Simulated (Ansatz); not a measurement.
# Collinear and non-collinear states of CrBr2

Wanted: the lowest arrangement of moments that fits this cell of CrBr2.

Main program and level: Ansatz 0.2.0; PBEsol with U = 3.5 eV on Cr d (ortho-atomic projectors), PAW set soft_1 (files made for PBE).

### 1. Starting point

Symmetry: C2/m, No. 12, monoclinic system. Conventional cell: a = 7.489 Å, b = 3.662 Å, c = 6.507 Å, α = 90.00°, β = 96.41°, γ = 90.00°. Nearest to Cr lie 6 Br at 2.55 to 3.20 Å. Nearest to Br lie 3 Cr at 2.55 to 3.20 Å. Farther neighbours and most contacts between anions are not listed.

The cell comes from the Materials Project, a database of computed structures, and the real compound, where it exists, may take another one.

The cell of this run holds 9 atoms, 3 of them with a starting moment; values «a cell» refer to the cell of the run in question.

### 2. Two spin channels first

A collinear run comes first: it shows whether moments survive, and how large they are.

File input.yaml:

```yaml
crystal:
  lattice:
    - [-3.744669, 5.493165, 0.0]
    - [-3.744669, -5.493165, 0.0]
    - [3.017822, -1.831055, 6.465946]
  atoms:
    - { symbol: Cr, position: [0.6666666667, 0.3333333333, 0.0], spin: 3.0 }
    - { symbol: Cr, position: [0.3333333333, 0.6666666667, 0.0], spin: 3.0 }
    - { symbol: Cr, position: [0.0, 0.0, 0.0], spin: 3.0 }
    - { symbol: Br, position: [0.176378, 0.765302, 0.233228] }
    - { symbol: Br, position: [0.8430446667, 0.0986353333, 0.233228] }
    - { symbol: Br, position: [0.5097113333, 0.4319686667, 0.233228] }
    - { symbol: Br, position: [0.823622, 0.234698, 0.766772] }
    - { symbol: Br, position: [0.4902886667, 0.5680313333, 0.766772] }
    - { symbol: Br, position: [0.1569553333, 0.9013646667, 0.766772] }
magnetization:
  spin_polarized: true
kpoints:
  mp_grid: { grid: [4, 4, 4] }
hamiltonian:
  xc: pbesol
  hubbard:
    projectors: ortho-atomic
    sites: [{ species: Cr, l: d, u_eff: 3.5 }]
  pseudopotentials: { kind: paw, azcp: { folder: soft_1 }, xc_functional: pbe }
scf:
  occupations: { method: fermi_dirac, width: 0.05 }
  max_iter: 120
  convergence: { dr2_threshold: 1.0e-08 }
output:
  write_density: true
  write_potential: true
  elf: true
  volumetric_format: npy
```

Run with:

```
$ ansatz run input.yaml --threads 2 --pin off --max-ram 4096MiB --backend cpu --events-out ev --progress --plain --runs-dir out
```

Numbers of over 12 decimals in the logs are rounded to 6 here.

What it wrote:

```text
Engine: ansatz 0.2.0, aarch64-unknown-linux-gnu
Pseudopotentials: kind: paw
Pseudopotential: Cr, paw, valence charge 14, recommended cutoff 420 eV (normal), soft_1/Cr.paw.azcp
Pseudopotential: Br, paw, valence charge 7, recommended cutoff 420 eV (normal), soft_1/Br.paw.azcp
Functional definition: PBEsol
  exchange = pbesol_x
  correlation = pbesol_c
Crystal: 9 atoms, lattice volume = 266.010 Å³
Basis set: ecut = 420 eV, 5219 PW (Γ)
Bands: 56, of which v1, the nominal top of the filled ones, is band 42 counted from 1 (41 counted from 0)
Symmetry: 6 space group operations
Space group: C2/m (ITA 12), of the structure as read, at distance tolerance 6.4e-5 Å
Magnetic group: BNS 12.58 (UNI 65), of the structure as read, at distance tolerance 6.4e-5 Å
k-points: 36 of 64
Non-local potential: Cr, projectors of the file, l = 0: 3, l = 1: 2, l = 2: 3, l = 3: 1
Non-local potential: Br, projectors of the file, l = 0: 2, l = 1: 2, l = 2: 2
PAW form: soft (Blöchl's): semilocal exchange-correlation on the pseudo side does not see the compensation charge
PAW frozen core: Cr, regenerated for the run's functional, and the local potential with it (the file was generated under x = pbe(κ = 0.804, μ = 0.219515), c = pbe(β = 0.066725))
PAW frozen core: Br, regenerated for the run's functional, and the local potential with it (the file was generated under x = pbe(κ = 0.804, μ = 0.219515), c = pbe(β = 0.066725))
PAW one-centre angular grid: Cr, 590 points (default); XC on 64 Gauss nodes
PAW one-centre angular grid: Br, 110 points (default); XC on 64 Gauss nodes
Initial density: superposition of atomic densities (chi_scale 0.1, normalization cell, long waves kept (reshape's long-wave potential 0.18 eV rms))
Starting moments: Σ|m| = 9 μB on 3 of 9 sites
Initial wavefunctions: pseudopotential atomic-orbital guess
Functional: x = pbesol(κ = 0.804, μ = 0.123457), c = pbesol(β = 0.046)
SCF iter   1: F=—  HF=-26469.570933 eV  |F-HF|=—  |Δ(HF+E_count)|=         —  Δρ=7.36e-2 (↑7.36e-2 ↓2.11e-2)  dr2=3.32e1  dr2_m=3.23e0  M=12.000 μB ∫|m|=13.588 μB  β_m=1.00  ethr=3.10e-3  ⟨swp⟩=7.7  Hψ=16216  notcnv=0  defer=1
preconditioner: auto → Resta (q_TF=auto, 2.251 Å⁻¹)  ε∞=5.9  [insulator: Δε(μ)=0.209 eV  Ē_g=7.945 eV  σ=0.050 eV  W_gap=0.77  n_scr=54 (ndim 8)  ℏωp=17.6 eV  f_vac=0.078  D(μ)=0.62/eV (n_scr^D=0)  ε∞_Penn≈5.9]
spin=Collinear: Resta preconditioning applied to the charge; magnetization (m = ρ↑ − ρ↓) channel mixes plain (no charge-response kernel on spin).
SCF iter   2: F=—  HF=-26466.072891 eV  |F-HF|=—  |Δ(HF+E_count)|=    3.50e0  Δρ=1.79e-2 (↑1.79e-2 ↓8.80e-3)  dr2=2.82e0  dr2_m=1.58e-1  M=12.000 μB ∫|m|=13.524 μB  β_m=1.00  ethr=3.10e-3  ⟨swp⟩=3.1  Hψ=9489  notcnv=0  defer=209
SCF iter   3: F=—  HF=-26466.983267 eV  |F-HF|=—  |Δ(HF+E_count)|=   9.10e-1  Δρ=1.10e-2 (↑1.10e-2 ↓6.47e-3)  dr2=1.01e0  dr2_m=1.95e-2  M=12.000 μB ∫|m|=13.485 μB  β_m=1.00  ethr=3.10e-3  ⟨swp⟩=2.1  Hψ=5374  notcnv=0  defer=209
SCF iter   4: F=—  HF=-26467.331389 eV  |F-HF|=—  |Δ(HF+E_count)|=   3.48e-1  Δρ=2.90e-3 (↑2.90e-3 ↓1.76e-3)  dr2=6.20e-2  dr2_m=3.04e-3  M=12.000 μB ∫|m|=13.451 μB  β_m=0.30  ethr=1.20e-3  ⟨swp⟩=3.2  Hψ=7435  notcnv=0  defer=210
Mixer restart at iter 4: flushing history
spin-set hold released at iteration 4 (site moments contracting): the magnetisation degrees of freedom join the quasi-Newton model from the next iteration; the mixer history was flushed
SCF iter   5: F=—  HF=-26467.619543 eV  |F-HF|=—  |Δ(HF+E_count)|=   2.88e-1  Δρ=2.86e-3 (↑2.86e-3 ↓1.44e-3)  dr2=5.68e-2  dr2_m=2.49e-3  M=12.000 μB ∫|m|=13.350 μB  β_m=0.65  ethr=7.38e-5  ⟨swp⟩=2.3  Hψ=4776  notcnv=0  defer=211
SCF iter   6: F=—  HF=-26467.979631 eV  |F-HF|=—  |Δ(HF+E_count)|=   3.60e-1  Δρ=3.55e-3 (↑3.55e-3 ↓1.21e-3)  dr2=3.95e-2  dr2_m=5.08e-3  M=12.000 μB ∫|m|=13.180 μB  β_m=0.58  ethr=6.77e-5  ⟨swp⟩=2.9  Hψ=8281  notcnv=0  defer=213
SCF iter   7: F=—  HF=-26467.975406 eV  |F-HF|=—  |Δ(HF+E_count)|=   4.22e-3  Δρ=8.87e-4 (↑8.87e-4 ↓4.60e-4)  dr2=2.36e-3  dr2_m=7.93e-4  M=12.000 μB ∫|m|=13.090 μB  β_m=0.79  ethr=4.71e-5  ⟨swp⟩=2.4  Hψ=8176  notcnv=0  defer=212
SCF iter   8: F=—  HF=-26467.979025 eV  |F-HF|=—  |Δ(HF+E_count)|=   3.62e-3  Δρ=2.14e-4 (↑2.14e-4 ↓1.51e-4)  dr2=2.66e-4  dr2_m=5.56e-5  M=12.000 μB ∫|m|=13.050 μB  β_m=0.90  ethr=2.81e-6  ⟨swp⟩=2.0  Hψ=5836  notcnv=0  defer=212
SCF iter   9: F=—  HF=-26467.979573 eV  |F-HF|=—  |Δ(HF+E_count)|=   5.48e-4  Δρ=4.17e-5 (↑4.17e-5 ↓2.45e-5)  dr2=2.11e-5  dr2_m=9.43e-7  M=12.000 μB ∫|m|=13.032 μB  β_m=0.95  ethr=3.17e-7  ⟨swp⟩=2.0  Hψ=5858  notcnv=0  defer=212
SCF iter  10: F=—  HF=-26467.979612 eV  |F-HF|=—  |Δ(HF+E_count)|=   3.94e-5  Δρ=1.17e-5 (↑1.01e-5 ↓1.17e-5)  dr2=1.90e-6  dr2_m=1.38e-7  M=12.000 μB ∫|m|=13.031 μB  β_m=0.97  ethr=2.51e-8  ⟨swp⟩=2.0  Hψ=5711  notcnv=0  defer=212
SCF iter  11: F=—  HF=-26467.979617 eV  |F-HF|=—  |Δ(HF+E_count)|=   4.88e-6  Δρ=1.13e-5 (↑1.13e-5 ↓2.38e-6)  dr2=5.89e-7  dr2_m=6.77e-8  M=12.000 μB ∫|m|=13.031 μB  β_m=0.99  ethr=2.26e-9  ⟨swp⟩=2.0  Hψ=6014  notcnv=0  defer=212
SCF iter  12: F=—  HF=-26467.979617 eV  |F-HF|=—  |Δ(HF+E_count)|=   3.13e-7  Δρ=2.77e-6 (↑2.77e-6 ↓7.27e-7)  dr2=2.33e-8  dr2_m=3.68e-9  M=12.000 μB ∫|m|=13.031 μB  β_m=0.99  ethr=7.01e-10  ⟨swp⟩=2.0  Hψ=5522  notcnv=0  defer=212
SCF iter  13: F=-26467.979617 eV  HF=-26467.979617 eV  |F-HF|=2.95e-10  |Δ(HF+E_count)|=   1.02e-8  Δρ=6.09e-7 (↑6.09e-7 ↓2.23e-7)  dr2=2.21e-9  dr2_m=1.26e-10  M=12.000 μB ∫|m|=13.031 μB  ethr=1.19e-11  ⟨swp⟩=10.9  Hψ=13475  notcnv=0
SCF 1 converged in 13 iterations: F = -26467.979617 eV  dr2 = 2.21e-9
  greatest PAW one-centre occupation: 1.000 electrons in one spin orbital (limit 2), on the Cr atom at site 2 (counted from 0), in its partial waves of l = 0
SCF converged after 13 iterations
Magnetization: 12.0000 μB (48.0000 up, 36.0000 down)
Absolute magnetization: 13.0240 μB (∫|ρ↑−ρ↓|, with the PAW one-centre terms)
Spin contamination: 0.1751 ħ² per cell (⟨S²⟩ above its minimum at these occupations)
Per-site moments (μB) at R_I (Å): [(3.590451, 1.049847), (3.590451, 1.049847), (3.590451, 1.049847), (-0.058015, 1.049847), (-0.058015, 1.049847), (-0.058015, 1.049847), (-0.058015, 1.049847), (-0.058015, 1.049847), (-0.058015, 1.049847)]
Free energy (F): -26467.979617 eV
Harris-Foulkes:  -26467.979617 eV  (|F-HF|=2.95e-10)
Internal energy: -26467.979617 eV  (E = F + TS)
E sigma→0 (E₀):  -26467.979617 eV
Entropy (-TS):   -0.000000 eV (-0.000 meV/atom)
Fermi energy:    4.314760 eV
--- Per-component energies (eV) ---
  E_band       = -1152.760842
  E_kinetic    = 1683.870515
  E_local      = -9115.096153  (includes V_loc(G=0)·N_el)
  E_nonlocal   = 470.563168
  E_hartree    = 3888.000740
  E_xc         = -1502.766559
  E_vxc        = -1079.446799  (∫ρ·V_xc dr)
  E_hubbard    = 2.941156  (on-site DFT+U / exact-exchange correction)
  E_vhub       = -18.612733  (the Hubbard potential's part of the band-sum identity)
  E_paw        = -17206.519720  (= ΣΔE_a)
  E_vpaw       = -870.047366  (= ΣTr[D̂ρ^β])
  E_aug_tail   = 0.002555  (compensation charges beyond the density's cutoff)
  E_ewald      = -4690.008944
  E_core_change = 1.033625  (= ΣΔE_core)
  E_smearing   = -0.000000  (= −TS)
  E_closure    = -0.000000  (closes the sum)
  Σ components = -26467.979617   (vs F -26467.979617, Δ=0.00e0)
--- Band table (eV; the first three rows and the last of 72) ---
  k-point 0 ↑: bands = [... 38 lower, 1.9781, 1.9808, 2.2542, 2.2775, 2.3529, 2.3529, 2.3621, 3.1864, ... 10 higher]
  k-point 1 ↑: bands = [... 38 lower, 1.9488, 2.0711, 2.1236, 2.2241, 2.2536, 2.3325, 2.4419, 3.0244, ... 10 higher]
  k-point 2 ↑: bands = [... 38 lower, 2.0481, 2.0481, 2.0751, 2.1938, 2.2214, 2.4153, 2.4153, 3.0706, ... 10 higher]
  k-point 35 ↓: bands = [... 38 lower, 7.7812, 7.9979, 8.1402, 8.1402, 8.2180, 8.2180, 8.3016, 8.3016, ... 10 higher]
Occupation matrices written to <dir>
```

Wall time 40 s (2 threads of Arm Neoverse V2, shared host); peak memory 1.2 GiB; 77 s of CPU time.

Spin moment in the atom's sphere by atom:

```csv
atom,spin moment in the atom's sphere (μB)
Cr1,3.59
Cr2,3.59
Cr3,3.59
Br4,-0.06
Br5,-0.06
Br6,-0.06
Br7,-0.06
Br8,-0.06
Br9,-0.06
```

Tables count atoms from 1; parts of the log count from 0.

The run ends ferromagnetic, with a net moment of 12 μB a cell. Only this order was typed.

Spin density in the ab plane at fractional z = 0.000, with atoms of Cr within 0.2 Å of it.

Ten even steps from '0' (0.0 e/Å³) to '9' (4.9 e/Å³), each cell a mean:
```
620000000000000026
100000000000000012
000000000000000000
000000110000000000
000002431000000000
000016940000000000
000026620000000000
000012100000000000
000000000000000000
000000000000010000
000000000002431000
000000000016941000
000000000026620000
000000000012100000
000000000000000000
010000000000000000
431000000000000002
940000000000000016
```
Columns run along a (6.6 Å), rows up along b (6.6 Å). Atoms in or near the plane, at fractional coordinates: Cr at (0.67, 0.33), Cr at (0.33, 0.67), Cr at (0.00, 0.00).

Valence density in the ab plane at fractional z = 0.000, with atoms of Cr within 0.2 Å of it. It is the smooth field of the valence electrons, not physical close to the nuclei.

Values in e/Å³, 10 rows by 16 columns, each cell a mean:
```
 8  2  0  0  0  0  0  0  0  0  0  0  0  0  2  9
 0  0  0  0  0  0  0  0  0  0  0  0  0  0  0  1
 0  0  0  0  3  8  7  1  0  0  0  0  0  0  0  0
 0  0  0  1  8 15  7  1  0  0  0  0  0  0  0  0
 0  0  0  0  1  1  0  0  0  0  0  0  0  0  0  0
 0  0  0  0  0  0  0  0  0  1  3  4  2  0  0  0
 0  0  0  0  0  0  0  0  0  4 15 14  3  0  0  0
 0  0  0  0  0  0  0  0  0  3  5  2  0  0  0  0
 1  1  0  0  0  0  0  0  0  0  0  0  0  0  0  1
15  6  1  0  0  0  0  0  0  0  0  0  0  0  1  8
```
Columns run along a (6.6 Å), rows up along b (6.6 Å). Atoms in or near the plane, at fractional coordinates: Cr at (0.67, 0.33), Cr at (0.33, 0.67), Cr at (0.00, 0.00).

ELF in the ab plane at fractional z = 0.000, with atoms of Cr within 0.2 Å of it. It is the smooth field of the valence electrons, not physical close to the nuclei.

Values, 10 rows by 16 columns, each cell a mean:
```
0.66 0.40 0.15 0.19 0.29 0.30 0.21 0.10 0.08 0.13 0.20 0.21 0.16 0.17 0.46 0.67
0.19 0.15 0.13 0.13 0.16 0.19 0.21 0.18 0.12 0.09 0.07 0.08 0.09 0.13 0.20 0.22
0.31 0.27 0.17 0.18 0.45 0.66 0.63 0.40 0.14 0.17 0.21 0.18 0.11 0.08 0.12 0.23
0.29 0.24 0.15 0.34 0.68 0.82 0.65 0.28 0.16 0.28 0.34 0.28 0.13 0.07 0.11 0.23
0.09 0.10 0.13 0.25 0.35 0.32 0.21 0.13 0.14 0.18 0.20 0.16 0.13 0.11 0.09 0.09
0.13 0.11 0.09 0.10 0.16 0.23 0.25 0.18 0.13 0.22 0.43 0.51 0.42 0.19 0.12 0.14
0.31 0.18 0.08 0.09 0.21 0.32 0.31 0.20 0.19 0.56 0.83 0.80 0.48 0.17 0.22 0.32
0.23 0.15 0.10 0.09 0.12 0.14 0.14 0.12 0.23 0.47 0.52 0.41 0.20 0.14 0.20 0.26
0.31 0.33 0.21 0.11 0.10 0.09 0.09 0.09 0.12 0.15 0.17 0.19 0.17 0.13 0.13 0.22
0.81 0.62 0.27 0.16 0.25 0.28 0.20 0.09 0.07 0.16 0.30 0.34 0.25 0.15 0.34 0.69
```
Columns run along a (6.6 Å), rows up along b (6.6 Å). Atoms in or near the plane, at fractional coordinates: Cr at (0.67, 0.33), Cr at (0.33, 0.67), Cr at (0.00, 0.00).

Signs and angles in the names of the patterns follow the order of the magnetic atoms in the input, which need not be their order in space.

In the spinor runs that follow the search for lower states is off.

### 3. Start: ferro

The parallel pattern comes first.

Changes to input.yaml since step 2:

```diff
@@ -6,5 +6,5 @@
   atoms:
-    - { symbol: Cr, position: [0.6666666667, 0.3333333333, 0.0], spin: 3.0 }
-    - { symbol: Cr, position: [0.3333333333, 0.6666666667, 0.0], spin: 3.0 }
-    - { symbol: Cr, position: [0.0, 0.0, 0.0], spin: 3.0 }
+    - { symbol: Cr, position: [0.6666666667, 0.3333333333, 0.0], spin: 3.59, spin_axis: [0.0, 0.0, 1.0] }
+    - { symbol: Cr, position: [0.3333333333, 0.6666666667, 0.0], spin: 3.59, spin_axis: [0.0, 0.0, 1.0] }
+    - { symbol: Cr, position: [0.0, 0.0, 0.0], spin: 3.59, spin_axis: [0.0, 0.0, 1.0] }
     - { symbol: Br, position: [0.176378, 0.765302, 0.233228] }
@@ -15,4 +15,2 @@
     - { symbol: Br, position: [0.1569553333, 0.9013646667, 0.766772] }
-magnetization:
-  spin_polarized: true
 kpoints:
@@ -29,6 +27,6 @@
   convergence: { dr2_threshold: 1.0e-08 }
-output:
-  write_density: true
-  write_potential: true
-  elf: true
-  volumetric_format: npy
+  lower_state_search: "off"
+basis:
+  ecutwfc: 420.0
+magnetization:
+  noncollinear: true
```

What it wrote:

```text
[...]
Crystal: 9 atoms, lattice volume = 266.010 Å³
Basis set: ecut = 420 eV, 5219 PW (Γ)
Bands: 102, of which v1, the nominal top of the filled ones, is band 84 counted from 1 (83 counted from 0)
Symmetry: 6 space group operations
[...]
k-points: 36 of 64
[...]
Starting moments: Σ|m| = 10.77 μB on 3 of 9 sites
[...]
SCF iter   1: F=—  HF=-26470.570470 eV  |F-HF|=—  |Δ(HF+E_count)|=         —  Δρ=7.94e-2  dr2=3.20e1  dr2_m=1.21e0  ethr=3.10e-3  |M|=1.20e1 ∫|m|=1.41e1 μB  |m|>n=0.0e0 m-floor=0.0e0 τ_xc=0.0e0  β_m=1.00  ⟨swp⟩=5.1  Hψ=12520  notcnv=0  defer=78
[...]
spin=Noncollinear: Resta preconditioning applied to the charge; magnetization (m_x, m_y, m_z) channels mix plain (no charge-response kernel on spin).
SCF iter   2: F=—  HF=-26467.061664 eV  |F-HF|=—  |Δ(HF+E_count)|=    3.51e0  Δρ=2.32e-2  dr2=3.71e0  dr2_m=1.69e-1  ethr=3.10e-3  |M|=1.20e1 ∫|m|=1.39e1 μB  |m|>n=0.0e0 m-floor=0.0e0 τ_xc=0.0e0  β_m=1.00  ⟨swp⟩=4.7  Hψ=8256  notcnv=0  defer=299
[...]
SCF iter  18: F=-26467.979617 eV  HF=-26467.979617 eV  |F-HF|=3.86e-10  |Δ(HF+E_count)|=   4.92e-9  Δρ=2.56e-7  dr2=3.03e-10  dr2_m=1.18e-11  ethr=8.92e-12  |M|=1.20e1 ∫|m|=1.30e1 μB  |m|>n=0.0e0 m-floor=0.0e0 τ_xc=0.0e0  ⟨swp⟩=1.0  Hψ=8890  notcnv=0
SCF 1 converged in 18 iterations: F = -26467.979617 eV  dr2 = 3.03e-10
[...]
SCF converged after 18 iterations
Stability not checked: this state was not tested for a lower state beside it, because this non-collinear magnet's GGA is evaluated by the locally collinear projection, under which the energy is not smooth in the magnetisation (locally_collinear_gga; see scf.lower_state_search)
an eigenvalue changed by more than its tolerance at an iteration that met the thresholds in force, so the SCF went on 1 time: the last check found none over its tolerance
Magnetization: |M| = 12.0000 μB,  M = (+0.0000, +0.0000, +12.0000) μB
Absolute magnetization: 13.0240 μB (∫|m|, with the PAW one-centre terms)
Moment direction: held on its axis by an average over the rotations of spin about it
  site 0: m = (+0.0000, +0.0000, +3.5905) μB, |m| = 3.5905 μB  (R = 1.05 Å)
  site 1: m = (+0.0000, +0.0000, +3.5905) μB, |m| = 3.5905 μB  (R = 1.05 Å)
  site 2: m = (+0.0000, +0.0000, +3.5905) μB, |m| = 3.5905 μB  (R = 1.05 Å)
  site 3: m = (+0.0000, +0.0000, -0.0580) μB, |m| = 0.0580 μB  (R = 1.05 Å)
  site 4: m = (+0.0000, +0.0000, -0.0580) μB, |m| = 0.0580 μB  (R = 1.05 Å)
  site 5: m = (+0.0000, +0.0000, -0.0580) μB, |m| = 0.0580 μB  (R = 1.05 Å)
  site 6: m = (+0.0000, +0.0000, -0.0580) μB, |m| = 0.0580 μB  (R = 1.05 Å)
  site 7: m = (+0.0000, +0.0000, -0.0580) μB, |m| = 0.0580 μB  (R = 1.05 Å)
  site 8: m = (+0.0000, +0.0000, -0.0580) μB, |m| = 0.0580 μB  (R = 1.05 Å)
Free energy (F): -26467.979617 eV
[...]
Internal energy: -26467.979617 eV  (E = F + TS)
E sigma→0 (E₀):  -26467.979617 eV
Entropy (-TS):   -0.000000 eV (-0.000 meV/atom)
Fermi energy:    4.314747 eV
[...]
--- Hubbard shell moments (per corrected site; Tr N, ν in electrons; μ in μ_B) ---
  shell 0: Tr N=4.6657  μ_S=(+0.0000, -0.0000, +3.9962)  μ_L=(+0.0000, -0.0000, -0.0000)  μ=(+0.0000, -0.0000, +3.9962)  ν=0.0000 along (+0.000, +0.000, +1.000)
[...]
Occupation matrices written to <dir>
```

Run time: 2.7 min. Hardware: 2 threads; peak memory 2 GiB; 5.4 min of CPU time.

It ends ferromagnetic; the largest site carries 3.59 μB.

Spin moment in the atom's sphere by atom:

```csv
atom,x (μB),y (μB),z (μB),size
Cr1,0.00,0.00,3.59,3.59
Cr2,0.00,0.00,3.59,3.59
Cr3,0.00,0.00,3.59,3.59
Br4,0.00,0.00,-0.06,0.06
Br5,0.00,0.00,-0.06,0.06
Br6,0.00,0.00,-0.06,0.06
Br7,0.00,0.00,-0.06,0.06
Br8,0.00,0.00,-0.06,0.06
Br9,0.00,0.00,-0.06,0.06
```

### 4. Start: random 2

Random directions favour no pattern, so the moments can find one that was not thought of.

input.yaml, the sections that differ from step 3:

```yaml
crystal:
  lattice:
    - [-3.744669, 5.493165, 0.0]
    - [-3.744669, -5.493165, 0.0]
    - [3.017822, -1.831055, 6.465946]
  atoms:
    - { symbol: Cr, position: [0.6666666667, 0.3333333333, 0.0], spin: 3.59, spin_axis: [0.872642, 0.482059, 0.078202] }
    - { symbol: Cr, position: [0.3333333333, 0.6666666667, 0.0], spin: 3.59, spin_axis: [-0.422814, 0.777335, 0.46581] }
    - { symbol: Cr, position: [0.0, 0.0, 0.0], spin: 3.59, spin_axis: [-0.982195, -0.159927, 0.098572] }
    - { symbol: Br, position: [0.176378, 0.765302, 0.233228] }
    - { symbol: Br, position: [0.8430446667, 0.0986353333, 0.233228] }
    - { symbol: Br, position: [0.5097113333, 0.4319686667, 0.233228] }
    - { symbol: Br, position: [0.823622, 0.234698, 0.766772] }
    - { symbol: Br, position: [0.4902886667, 0.5680313333, 0.766772] }
    - { symbol: Br, position: [0.1569553333, 0.9013646667, 0.766772] }
output:
  write_density: true
  write_potential: true
  elf: true
  volumetric_format: npy
# kpoints, hamiltonian, scf, basis, magnetization: as in step 3
```

What it wrote:

```text
Engine: ansatz 0.2.0, aarch64-unknown-linux-gnu
Pseudopotentials: kind: paw
Pseudopotential: Cr, paw, valence charge 14, recommended cutoff 420 eV (normal), soft_1/Cr.paw.azcp
Pseudopotential: Br, paw, valence charge 7, recommended cutoff 420 eV (normal), soft_1/Br.paw.azcp
Functional definition: PBEsol
  exchange = pbesol_x
  correlation = pbesol_c
Crystal: 9 atoms, lattice volume = 266.010 Å³
Basis set: ecut = 420 eV, 5219 PW (Γ)
Bands: 102, of which v1, the nominal top of the filled ones, is band 84 counted from 1 (83 counted from 0)
Symmetry: 1 space group operations
[...]
SCF iter  61: F=—  HF=-26467.986353 eV  |F-HF|=—  |Δ(HF+E_count)|=   1.75e-5  Δρ=1.38e-4  dr2=2.39e-7  dr2_m=1.42e-5  ethr=9.59e-12  |M|=5.06e0 ∫|m|=1.30e1 μB  |m|>n=0.0e0 m-floor=0.0e0 τ_xc=3.3e-2 mc-row=0.0e0  β_m=0.82  ⟨swp⟩=5.0  Hψ=23513  notcnv=0
SCF iter  62: F=—  HF=-26467.986444 eV  |F-HF|=—  |Δ(HF+E_count)|=   9.09e-5  Δρ=2.25e-5  dr2=1.02e-8  dr2_m=6.97e-7  ethr=9.59e-12  |M|=4.91e0 ∫|m|=1.30e1 μB  |m|>n=0.0e0 m-floor=0.0e0 τ_xc=3.3e-2 mc-row=0.0e0  β_m=0.13  ⟨swp⟩=7.0  Hψ=28691  notcnv=0
```

It took 28 min on 2 threads; peak memory 2.9 GiB.

The run was cut off at the time left to it in the session, and no result is taken from it.

[end of part 1 of 2]

[Logs and program files are shortened in this print: banners, set-up blocks, solver, clock and traceback lines can be left out without a mark of their own.]

[Logs are printed without paths, hosts, clocks, repeated set-up lines and the standing remarks that a program may print on its own settings, such as how far it seeks lower states.]

[Hosts, paths, dates, database ids (printed as entryN), source tags and the programs' standing remarks are cut or masked in the printed files.]
